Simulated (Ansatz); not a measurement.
**LuBeB, from a guessed structure to a relaxed one**

This structure for LuBeB is made up. Its elements were placed in a known structure type with a cell scaled to their sizes. What cell does the guess relax to, and how far off was it?

Main program and level: Ansatz 0.2.0; DFT, PBE, plane-wave PAW, files of the set soft_1, scalar-relativistic, no spin, cell and ions relaxed at zero pressure; PAW set soft_1, in the first sound run; inputs show where later runs differ.

## Step 1: Starting point

It takes space group P4/mmm (No. 123, tetragonal). Conventional cell: a = 3.352 Å, b = 3.352 Å, c = 3.436 Å, α = 90.00°, β = 90.00°, γ = 90.00°. Nearest to Lu lie 4 B at 2.37 Å. Nearest to B lie 2 Be at 1.72 Å and 4 Lu at 2.37 Å. Nearest to Be lie 2 B at 1.72 Å. Farther neighbours are not listed.

Structure file:

```cif
data_structure
_symmetry_space_group_name_H-M 'P 1'
_symmetry_Int_Tables_number 1
_cell_length_a 3.3520
_cell_length_b 3.3520
_cell_length_c 3.4360
_cell_angle_alpha 90.000
_cell_angle_beta 90.000
_cell_angle_gamma 90.000
_cell_volume 38.61
loop_
_atom_site_label
_atom_site_type_symbol
_atom_site_fract_x
_atom_site_fract_y
_atom_site_fract_z
_atom_site_occupancy
Lu1 Lu 0.00000 0.00000 0.00000 1
B2 B 0.50000 0.50000 0.00000 1
Be3 Be 0.50000 0.50000 0.50000 1
```

## Step 2: Relaxing cell and atoms

The guess takes its coordinates from another compound and its volume from a rule, so the cell and any free coordinates are relaxed together.

File input.yaml:

```yaml
crystal:
  lattice:
    - [3.352, 0.0, 0.0]
    - [0.0, 3.352, 0.0]
    - [0.0, 0.0, 3.436]
  atoms:
    - { symbol: Lu, position: [0.0, 0.0, 0.0] }
    - { symbol: B, position: [0.5, 0.5, 0.0] }
    - { symbol: Be, position: [0.5, 0.5, 0.5] }
kpoints:
  mp_grid: { grid: [8, 8, 8] }
scf:
  occupations: { method: fermi_dirac, width: 0.05 }
hamiltonian:
  xc: pbe
  pseudopotentials: { kind: paw, azcp: { folder: soft_1 } }
relax:
  f_tol: 0.015
  max_steps: 70
  cell: {}
output:
  forces: true
  stress: true
```

On the command line:

```sh
$ ansatz run input.yaml --threads 4 --pin off --max-ram 10240MiB --backend cpu --events-out ev --progress --plain --runs-dir out
```

Numbers of over 12 decimals in the logs are rounded to 6 here.

The log of the run:

```text
Engine: ansatz 0.2.0, aarch64-unknown-linux-gnu
Pseudopotentials: kind: paw
Pseudopotential: Lu, paw, valence charge 25, recommended cutoff 420 eV (normal), soft_1/Lu.paw.azcp
Pseudopotential: B, paw, valence charge 3, recommended cutoff 420 eV (normal), soft_1/B.paw.azcp
Pseudopotential: Be, paw, valence charge 2, recommended cutoff 420 eV (normal), soft_1/Be.paw.azcp
Functional definition: PBE
  parameter kappa = 0.804
  parameter beta = 0.066725
  exchange = pbe_x(kappa = kappa, mu = beta*pi^2/3)
  correlation = pbe_c(beta = beta)
Crystal: 3 atoms, lattice volume = 38.607 Å³
Basis set: ecut = 420 eV, 747 PW (Γ), exchange–correlation on 48×48×48 points (8 copies of the dense FFT grid, shifted against one another)
Bands: 19, of which v1, the nominal top of the filled ones, is band 15 counted from 1 (14 counted from 0)
Symmetry: 16 space group operations
Space group: P4/mmm (ITA 123), of the structure as read, at distance tolerance 3.4e-5 Å
k-points: 75 of 512
Non-local potential: Lu, projectors of the file, l = 0: 3, l = 1: 2, l = 2: 2, l = 3: 3
Non-local potential: B, projectors of the file, l = 0: 2, l = 1: 2, l = 2: 1
Non-local potential: Be, projectors of the file, l = 0: 2, l = 1: 2, l = 2: 1
PAW form: soft (Blöchl's): semilocal exchange-correlation on the pseudo side does not see the compensation charge
PAW one-centre angular grid: Lu, 590 points (default); XC on 64 Gauss nodes
PAW one-centre angular grid: B, 110 points (default); XC on 64 Gauss nodes
PAW one-centre angular grid: Be, 110 points (default); XC on 64 Gauss nodes
Initial density: superposition of atomic densities (chi_scale 0.1, normalization cell, long waves kept (reshape's long-wave potential 0.00 eV rms))
Initial wavefunctions: pseudopotential atomic-orbital guess
Functional: x = pbe(κ = 0.804, μ = 0.219515), c = pbe(β = 0.066725)
SCF iter   1: F=—  HF=-14983.689497 eV  |F-HF|=—  |Δ(HF+E_count)|=         —  Δρ=1.05e-1  dr2=8.76e0  ethr=3.10e-3  ⟨swp⟩=6.2  Hψ=8738  notcnv=0
preconditioner: auto → none  [insulator: Δε(μ)=0.128 eV  Ē_g=11.530 eV  σ=0.050 eV  W_gap=0.51  n_scr=6 (ndim 8)  ℏωp=31.6 eV  f_vac=0.000  D(μ)=0.68/eV (n_scr^D=0)  ε∞_Penn≈8.5]
SCF iter   2: F=—  HF=-14981.364428 eV  |F-HF|=—  |Δ(HF+E_count)|=    2.33e0  Δρ=2.55e-2  dr2=3.56e-1  ethr=3.10e-3  ⟨swp⟩=4.1  Hψ=3983  notcnv=0  defer=2
SCF iter   3: F=—  HF=-14981.264004 eV  |F-HF|=—  |Δ(HF+E_count)|=   1.00e-1  Δρ=6.19e-3  dr2=1.44e-2  ethr=1.19e-3  ⟨swp⟩=3.3  Hψ=3390  notcnv=0  defer=2
SCF iter   4: F=—  HF=-14981.261604 eV  |F-HF|=—  |Δ(HF+E_count)|=   2.40e-3  Δρ=2.77e-3  dr2=1.32e-3  ethr=4.79e-5  ⟨swp⟩=2.5  Hψ=3188  notcnv=0  defer=2
SCF iter   5: F=—  HF=-14981.262297 eV  |F-HF|=—  |Δ(HF+E_count)|=   6.94e-4  Δρ=1.07e-3  dr2=2.58e-4  ethr=4.41e-6  ⟨swp⟩=3.4  Hψ=3676  notcnv=0  defer=2
SCF iter   6: F=—  HF=-14981.262070 eV  |F-HF|=—  |Δ(HF+E_count)|=   2.27e-4  Δρ=2.26e-4  dr2=2.20e-5  ethr=8.61e-7  ⟨swp⟩=3.1  Hψ=3094  notcnv=0  defer=2
SCF iter   7: F=—  HF=-14981.262130 eV  |F-HF|=—  |Δ(HF+E_count)|=   5.97e-5  Δρ=8.05e-5  dr2=1.15e-6  ethr=7.33e-8  ⟨swp⟩=3.4  Hψ=3540  notcnv=0  defer=2
SCF iter   8: F=—  HF=-14981.262130 eV  |F-HF|=—  |Δ(HF+E_count)|=   6.74e-7  Δρ=2.13e-5  dr2=1.77e-7  ethr=3.33e-10  ⟨swp⟩=7.1  Hψ=8152  notcnv=0
SCF iter   9: F=-14981.262130 eV  HF=-14981.262130 eV  |F-HF|=2.56e-9  |Δ(HF+E_count)|=   5.60e-8  Δρ=3.42e-6  dr2=4.60e-9  ethr=3.33e-10  ⟨swp⟩=5.9  Hψ=6836  notcnv=0
SCF 1 converged in 9 iterations: F = -14981.262130 eV  dr2 = 4.60e-9
  greatest PAW one-centre occupation: 0.998 electrons in one spin orbital (limit 2), on the Lu atom at site 0 (counted from 0), in its partial waves of l = 0
relax step   1: F+E_penalty+E_count = -14981.26213024 eV  Δ(F+E_penalty+E_count) = +0.000e0 eV  max|allowed force component| = 7.100e-30 eV/Å  Δτ_max = 0.0000 Å  P = +21.025 GPa  Ω = 38.607 Å³  (9 SCF iters, dr2 threshold 1.00e-7 eV, accepted)
Crystal: 3 atoms, lattice volume = 43.517 Å³
Basis set: ecut = 420 eV, 847 PW (Γ), exchange–correlation on 48×48×48 points (8 copies of the dense FFT grid, shifted against one another)
Initial density: handed on by an earlier stage of this run
Initial wavefunctions: those handed on with the density
iter 1 solved again at ethr=9.32e-4 eV; its pass at ethr=3.10e-3 eV (dr2=2.80e-1 eV) is discarded
SCF iter   1: F=—  HF=-14981.703025 eV  |F-HF|=—  |Δ(HF+E_count)|=         —  Δρ=1.77e-2  dr2=2.79e-1  ethr=9.32e-4  ⟨swp⟩=1.6  Hψ=13565  notcnv=0
preconditioner: auto → Kerker (q_TF=auto, 2.564 Å⁻¹)  [metal: Δε(μ)=0.015 eV  Ē_g=12.226 eV  σ=0.050 eV  W_gap=0.08  n_scr=18 (ndim 8)  ℏωp=29.8 eV  f_vac=0.000  D(μ)=1.92/eV (n_scr^D=18)]
SCF iter   2: F=—  HF=-14981.646513 eV  |F-HF|=—  |Δ(HF+E_count)|=   5.65e-2  Δρ=7.07e-3  dr2=5.21e-2  ethr=9.30e-4  ⟨swp⟩=3.2  Hψ=2964  notcnv=0
SCF iter   3: F=—  HF=-14981.638684 eV  |F-HF|=—  |Δ(HF+E_count)|=   7.83e-3  Δρ=3.74e-3  dr2=7.01e-3  ethr=1.74e-4  ⟨swp⟩=3.2  Hψ=3649  notcnv=0  defer=2
SCF iter   4: F=—  HF=-14981.632377 eV  |F-HF|=—  |Δ(HF+E_count)|=   6.31e-3  Δρ=1.75e-3  dr2=1.25e-3  ethr=2.34e-5  ⟨swp⟩=3.0  Hψ=4088  notcnv=0  defer=2
SCF iter   5: F=—  HF=-14981.632599 eV  |F-HF|=—  |Δ(HF+E_count)|=   2.22e-4  Δρ=8.28e-4  dr2=3.89e-4  ethr=4.16e-6  ⟨swp⟩=2.5  Hψ=3472  notcnv=0  defer=1
SCF iter   6: F=—  HF=-14981.632515 eV  |F-HF|=—  |Δ(HF+E_count)|=   8.45e-5  Δρ=4.08e-4  dr2=6.57e-5  ethr=1.30e-6  ⟨swp⟩=3.3  Hψ=3421  notcnv=0  defer=1
SCF iter   7: F=—  HF=-14981.632609 eV  |F-HF|=—  |Δ(HF+E_count)|=   9.38e-5  Δρ=1.08e-4  dr2=2.47e-6  ethr=2.19e-7  ⟨swp⟩=3.1  Hψ=3591  notcnv=0  defer=1
SCF iter   8: F=—  HF=-14981.632609 eV  |F-HF|=—  |Δ(HF+E_count)|=   3.75e-7  Δρ=8.67e-5  dr2=2.35e-6  ethr=8.22e-9  ⟨swp⟩=2.4  Hψ=2651  notcnv=0  defer=1
SCF iter   9: F=—  HF=-14981.632609 eV  |F-HF|=—  |Δ(HF+E_count)|=   4.38e-7  Δρ=4.18e-5  dr2=5.74e-7  ethr=7.84e-9  ⟨swp⟩=2.2  Hψ=2204  notcnv=0  defer=1
SCF iter  10: F=-14981.632609 eV  HF=-14981.632609 eV  |F-HF|=1.80e-8  |Δ(HF+E_count)|=   1.02e-7  Δρ=7.83e-6  dr2=2.33e-8  ethr=1.00e-9  ⟨swp⟩=6.6  Hψ=7366  notcnv=0
SCF 2 converged in 10 iterations: F = -14981.632609 eV  dr2 = 2.33e-8
relax step   2: F+E_penalty+E_count = -14981.63260859 eV  Δ(F+E_penalty+E_count) = -3.705e-1 eV  max|allowed force component| = 9.861e-32 eV/Å  Δτ_max = 0.0000 Å  P = +5.396 GPa  Ω = 43.517 Å³  energy of the carried Pulay correction = -2.674e-3 eV  (10 SCF iters, dr2 threshold 3.00e-7 eV, accepted)
Crystal: 3 atoms, lattice volume = 45.427 Å³
Basis set: ecut = 420 eV, 897 PW (Γ), exchange–correlation on 48×48×48 points (8 copies of the dense FFT grid, shifted against one another)
iter 1 solved again at ethr=1.24e-4 eV; its pass at ethr=3.10e-3 eV (dr2=3.71e-2 eV) is discarded
SCF iter   1: F=—  HF=-14981.686600 eV  |F-HF|=—  |Δ(HF+E_count)|=         —  Δρ=6.40e-3  dr2=3.80e-2  ethr=1.24e-4  ⟨swp⟩=2.7  Hψ=12544  notcnv=0
preconditioner: auto → Kerker (q_TF=auto, 2.546 Å⁻¹)  [metal: Δε(μ)=0.022 eV  Ē_g=12.031 eV  σ=0.050 eV  W_gap=0.11  n_scr=18 (ndim 8)  ℏωp=29.2 eV  f_vac=0.000  D(μ)=1.76/eV (n_scr^D=18)]
SCF iter   2: F=—  HF=-14981.678813 eV  |F-HF|=—  |Δ(HF+E_count)|=   7.79e-3  Δρ=3.20e-3  dr2=9.58e-3  ethr=1.24e-4  ⟨swp⟩=3.0  Hψ=2627  notcnv=0
SCF iter   3: F=—  HF=-14981.677789 eV  |F-HF|=—  |Δ(HF+E_count)|=   1.02e-3  Δρ=1.37e-3  dr2=7.82e-4  ethr=3.19e-5  ⟨swp⟩=3.1  Hψ=3427  notcnv=0
SCF iter   4: F=—  HF=-14981.676475 eV  |F-HF|=—  |Δ(HF+E_count)|=   1.31e-3  Δρ=7.91e-4  dr2=2.90e-4  ethr=2.61e-6  ⟨swp⟩=3.0  Hψ=4147  notcnv=0
SCF iter   5: F=—  HF=-14981.676624 eV  |F-HF|=—  |Δ(HF+E_count)|=   1.48e-4  Δρ=2.61e-4  dr2=5.45e-5  ethr=9.67e-7  ⟨swp⟩=3.5  Hψ=3545  notcnv=0
SCF iter   6: F=—  HF=-14981.676598 eV  |F-HF|=—  |Δ(HF+E_count)|=   2.59e-5  Δρ=1.31e-4  dr2=1.41e-5  ethr=1.82e-7  ⟨swp⟩=2.3  Hψ=2726  notcnv=0
SCF iter   7: F=—  HF=-14981.676596 eV  |F-HF|=—  |Δ(HF+E_count)|=   2.15e-6  Δρ=3.87e-5  dr2=1.33e-6  ethr=4.70e-8  ⟨swp⟩=3.2  Hψ=3206  notcnv=0
SCF iter   8: F=-14981.676595 eV  HF=-14981.676595 eV  |F-HF|=5.65e-8  |Δ(HF+E_count)|=   1.89e-7  Δρ=9.80e-6  dr2=6.06e-8  ethr=1.00e-9  ⟨swp⟩=6.5  Hψ=7367  notcnv=0
SCF 3 converged in 8 iterations: F = -14981.676595 eV  dr2 = 6.06e-8
relax step   3: F+E_penalty+E_count = -14981.67659540 eV  Δ(F+E_penalty+E_count) = -4.399e-2 eV  max|allowed force component| = 9.861e-31 eV/Å  Δτ_max = 0.0000 Å  P = +0.939 GPa  Ω = 45.427 Å³  energy of the carried Pulay correction = -3.593e-3 eV  (8 SCF iters, dr2 threshold 3.00e-7 eV, accepted)
[...]
relax step   4: F+E_penalty+E_count = -14981.67797796 eV  Δ(F+E_penalty+E_count) = -1.383e-3 eV  max|allowed force component| = 1.676e-30 eV/Å  Δτ_max = 0.0000 Å  P = +0.068 GPa  Ω = 45.850 Å³  energy of the carried Pulay correction = -3.791e-3 eV  (7 SCF iters, dr2 threshold 3.00e-7 eV, accepted)
[...]
relax step   5: F+E_penalty+E_count = -14981.67797437 eV  Δ(F+E_penalty+E_count) = +3.584e-6 eV  max|allowed force component| = 1.956e-30 eV/Å  Δτ_max = 0.0000 Å  P = +0.003 GPa  Ω = 45.881 Å³  energy of the carried Pulay correction = -3.805e-3 eV  (5 SCF iters, dr2 threshold 5.04e-8 eV, accepted)
[...]
relax step   6: F+E_penalty+E_count = -14981.68423297 eV  Δ(F+E_penalty+E_count) = -6.259e-3 eV  max|allowed force component| = 1.594e-30 eV/Å  Δτ_max = 0.0000 Å  P = +0.120 GPa  Ω = 45.881 Å³  stress off target by 1.28e-1 GPa  SCF on the basis re-selected at this cell (its energy is not comparable with the rows above)  (8 SCF iters)
[...]
relax step   7: F+E_penalty+E_count = -14981.68423246 eV  Δ(F+E_penalty+E_count) = +5.060e-7 eV  max|allowed force component| = 3.944e-30 eV/Å  Δτ_max = 0.0000 Å  P = +0.007 GPa  Ω = 45.939 Å³  energy of the carried Pulay correction = -2.327e-5 eV  (5 SCF iters, dr2 threshold 4.08e-8 eV, accepted)
iter 1 solved again at ethr=4.70e-8 eV; its pass at ethr=3.10e-3 eV (dr2=1.41e-5 eV) is discarded
SCF iter   1: F=—  HF=-14981.684277 eV  |F-HF|=—  |Δ(HF+E_count)|=         —  Δρ=6.02e-6  dr2=1.10e-8  ethr=4.70e-8  ⟨swp⟩=5.3  Hψ=15064  notcnv=0
preconditioner: auto → Kerker (q_TF=auto, 2.541 Å⁻¹)  [metal: Δε(μ)=0.049 eV  Ē_g=11.956 eV  σ=0.050 eV  W_gap=0.23  n_scr=18 (ndim 8)  ℏωp=29.0 eV  f_vac=0.000  D(μ)=1.70/eV (n_scr^D=18)]
SCF iter   2: F=—  HF=-14981.684257 eV  |F-HF|=—  |Δ(HF+E_count)|=   2.08e-5  Δρ=3.88e-6  dr2=6.51e-9  ethr=3.66e-11  ⟨swp⟩=3.9  Hψ=4305  notcnv=0
SCF iter   3: F=—  HF=-14981.684257 eV  |F-HF|=—  |Δ(HF+E_count)|=   1.94e-9  Δρ=3.13e-6  dr2=4.43e-9  ethr=2.17e-11  ⟨swp⟩=3.0  Hψ=3134  notcnv=0
SCF iter   4: F=—  HF=-14981.684257 eV  |F-HF|=—  |Δ(HF+E_count)|=   6.35e-9  Δρ=9.91e-7  dr2=6.14e-10  ethr=1.48e-11  ⟨swp⟩=2.1  Hψ=2439  notcnv=0
SCF iter   5: F=—  HF=-14981.684257 eV  |F-HF|=—  |Δ(HF+E_count)|=  2.00e-10  Δρ=2.94e-7  dr2=2.37e-11  ethr=1.00e-12  ⟨swp⟩=8.0  Hψ=11559  notcnv=0
SCF iter   6: F=—  HF=-14981.684257 eV  |F-HF|=—  |Δ(HF+E_count)|=  6.55e-11  Δρ=2.09e-7  dr2=1.54e-11  ethr=1.00e-12  ⟨swp⟩=7.2  Hψ=8247  notcnv=0
SCF iter   7: F=-14981.684257 eV  HF=-14981.684257 eV  |F-HF|=0.00e0  |Δ(HF+E_count)|=  3.64e-12  Δρ=1.25e-7  dr2=5.73e-12  ethr=1.00e-12  ⟨swp⟩=6.9  Hψ=7990  notcnv=0
SCF 8 converged in 7 iterations: F = -14981.684257 eV  dr2 = 5.73e-12
relax step   8: F+E_penalty+E_count = -14981.68425654 eV  Δ(F+E_penalty+E_count) = -2.408e-5 eV  max|allowed force component| = 8.710e-31 eV/Å  Δτ_max = 0.0000 Å  P = +0.007 GPa  Ω = 45.939 Å³  stress off target by 1.16e-2 GPa  SCF on the basis re-selected at this cell (its energy is not comparable with the rows above)  (7 SCF iters)
basis re-selected at this cell: Δ(F+E_penalty+E_count) = -2.408e-5 eV, ΔP = +0.000 GPa vs the last step (what re-selecting the basis moved, of the pressure what is left beyond the Pulay correction that the steps carried, after the strain that the cell walked since its last selection, with what the two solves' SCF thresholds leave and, on support functions, any second-order correction that the steps lacked; it is no m [...]
SCF converged after 7 iterations
Free energy (F): -14981.684257 eV
Harris-Foulkes:  -14981.684257 eV  (|F-HF|=0.00e0)
Internal energy: -14981.670074 eV  (E = F + TS)
E sigma→0 (E₀):  -14981.677165 eV
Entropy (-TS):   -0.014183 eV (-4.728 meV/atom)
Fermi energy:    10.891820 eV
--- Per-component energies (eV) ---
  E_band       = -31.978998
  E_kinetic    = 486.153847
  E_local      = -7564.431031  (includes V_loc(G=0)·N_el)
  E_nonlocal   = 691.214169
  E_hartree    = 3195.071852
  E_xc         = -260.345912
  E_vxc        = -311.103251  (∫ρ·V_xc dr)
  E_paw        = -7555.614866  (= ΣΔE_a)
  E_vpaw       = 276.043437  (= ΣTr[D̂ρ^β])
  E_aug_tail   = -0.000012  (compensation charges beyond the density's cutoff)
  E_ewald      = -3973.718121
  E_smearing   = -0.014183  (= −TS)
  E_closure    = 0.000000  (closes the sum)
  Σ components = -14981.684257   (vs F -14981.684257, Δ=0.00e0)
--- Forces (eV/Å), atoms counted from 1 ---
  atom   1  Lu    -0.00000000     0.00000000     0.00000000
  atom   2  B      0.00000000    -0.00000000     0.00000000
  atom   3  Be    -0.00000000     0.00000000     0.00000000
  max |Σ_I F_I| component: 3.45e-31 eV/Å
--- Stress (GPa, compression-positive) ---
        0.011587       0.000000       0.000000
        0.000000       0.011587       0.000000
        0.000000       0.000000      -0.001060
  P = ⅓ Tr σ = 0.0074 GPa (0.074 kbar)
--- Relaxed structure (6 steps of the walk, 6 accepted, 2 SCFs on fresh bases) ---
  F+E_penalty+E_count = -14981.68425654 eV   max|allowed force component| = 8.710e-31 eV/Å   (the final SCF, on the basis selected at the relaxed cell)
  cell:  # Å, volume = 45.9385 Å³
    - [3.560492, 0, 0]
    - [0, 3.560492, 0]
    - [0, 0, 3.623741]
  atoms:
    - { symbol: Lu, position: [0, 0, 0] }
    - { symbol: B, position: [0.5, 0.5, 0] }
    - { symbol: Be, position: [0.5, 0.5, 0.500000] }
```

Wall time 9.6 s (4 threads of Arm Neoverse V1, shared host); peak memory 0.44 GiB.

Step by step:

```tsv
step	energy less that of the first step (eV)	largest force component (eV/Å)	pressure (GPa)	volume (Å³)
1	0.0000	0.0000	21.02	38.61
2	-0.3705	0.0000	5.40	43.52
3	-0.4145	0.0000	0.94	45.43
4	-0.4158	0.0000	0.07	45.85
5	-0.4158	0.0000	0.00	45.88
6*	-0.4221	0.0000	0.12	45.88
7	-0.4221	0.0000	0.01	45.94
8*	-0.4221	0.0000	0.01	45.94
```

Relaxation steps marked * repeat the geometry before them on a plane-wave basis chosen anew for their cell, so energy and pressure can jump there.

The run keeps the 16 symmetry operations that it works with, so distortions that break them were not tested.

```tsv
conventional cell, symmetrised	before	after	change
a (Å)	3.352	3.560	+6.2 %
b (Å)	3.352	3.560	+6.2 %
c (Å)	3.436	3.624	+5.5 %
volume (Å³/atom)	12.87	15.31	+19.0 %
```

The relaxed structure:

```
Lu B Be
1.0
     3.56049    0.00000    0.00000
     0.00000    3.56049    0.00000
     0.00000    0.00000    3.62374
Lu B Be
1 1 1
Direct
  0.00000 0.00000 0.00000
  0.50000 0.50000 0.00000
  0.50000 0.50000 0.50000
```

This step gave:

- free energy: -14981.6843 eV
- energy at zero smearing: -14981.6772 eV
- smearing term TS: 0.01418 eV
- Fermi energy: 10.89 eV
- electrons: 30
- symmetry operations: 16
- pressure: 0.007371 GPa

Shortest distances by pair of elements, guess and relaxed (not always the same contact):

```tsv
pair	guess (Å)	relaxed (Å)
B–Be	1.718	1.812
B–Lu	2.370	2.518
Be–Lu	2.927	3.102
Lu–Lu	3.352	3.560
B–B	3.352	3.560
```

The relaxation ends with a pressure of 0.01 GPa.

(Continued in part 2 of 2.)

[Logs are printed without paths, hosts, clocks, repeated set-up lines and the standing remarks that a program may print on its own settings, such as how far it seeks lower states.]

[Hosts, paths, dates, database ids (printed as entryN), source tags and the programs' standing remarks are cut or masked in the printed files.]
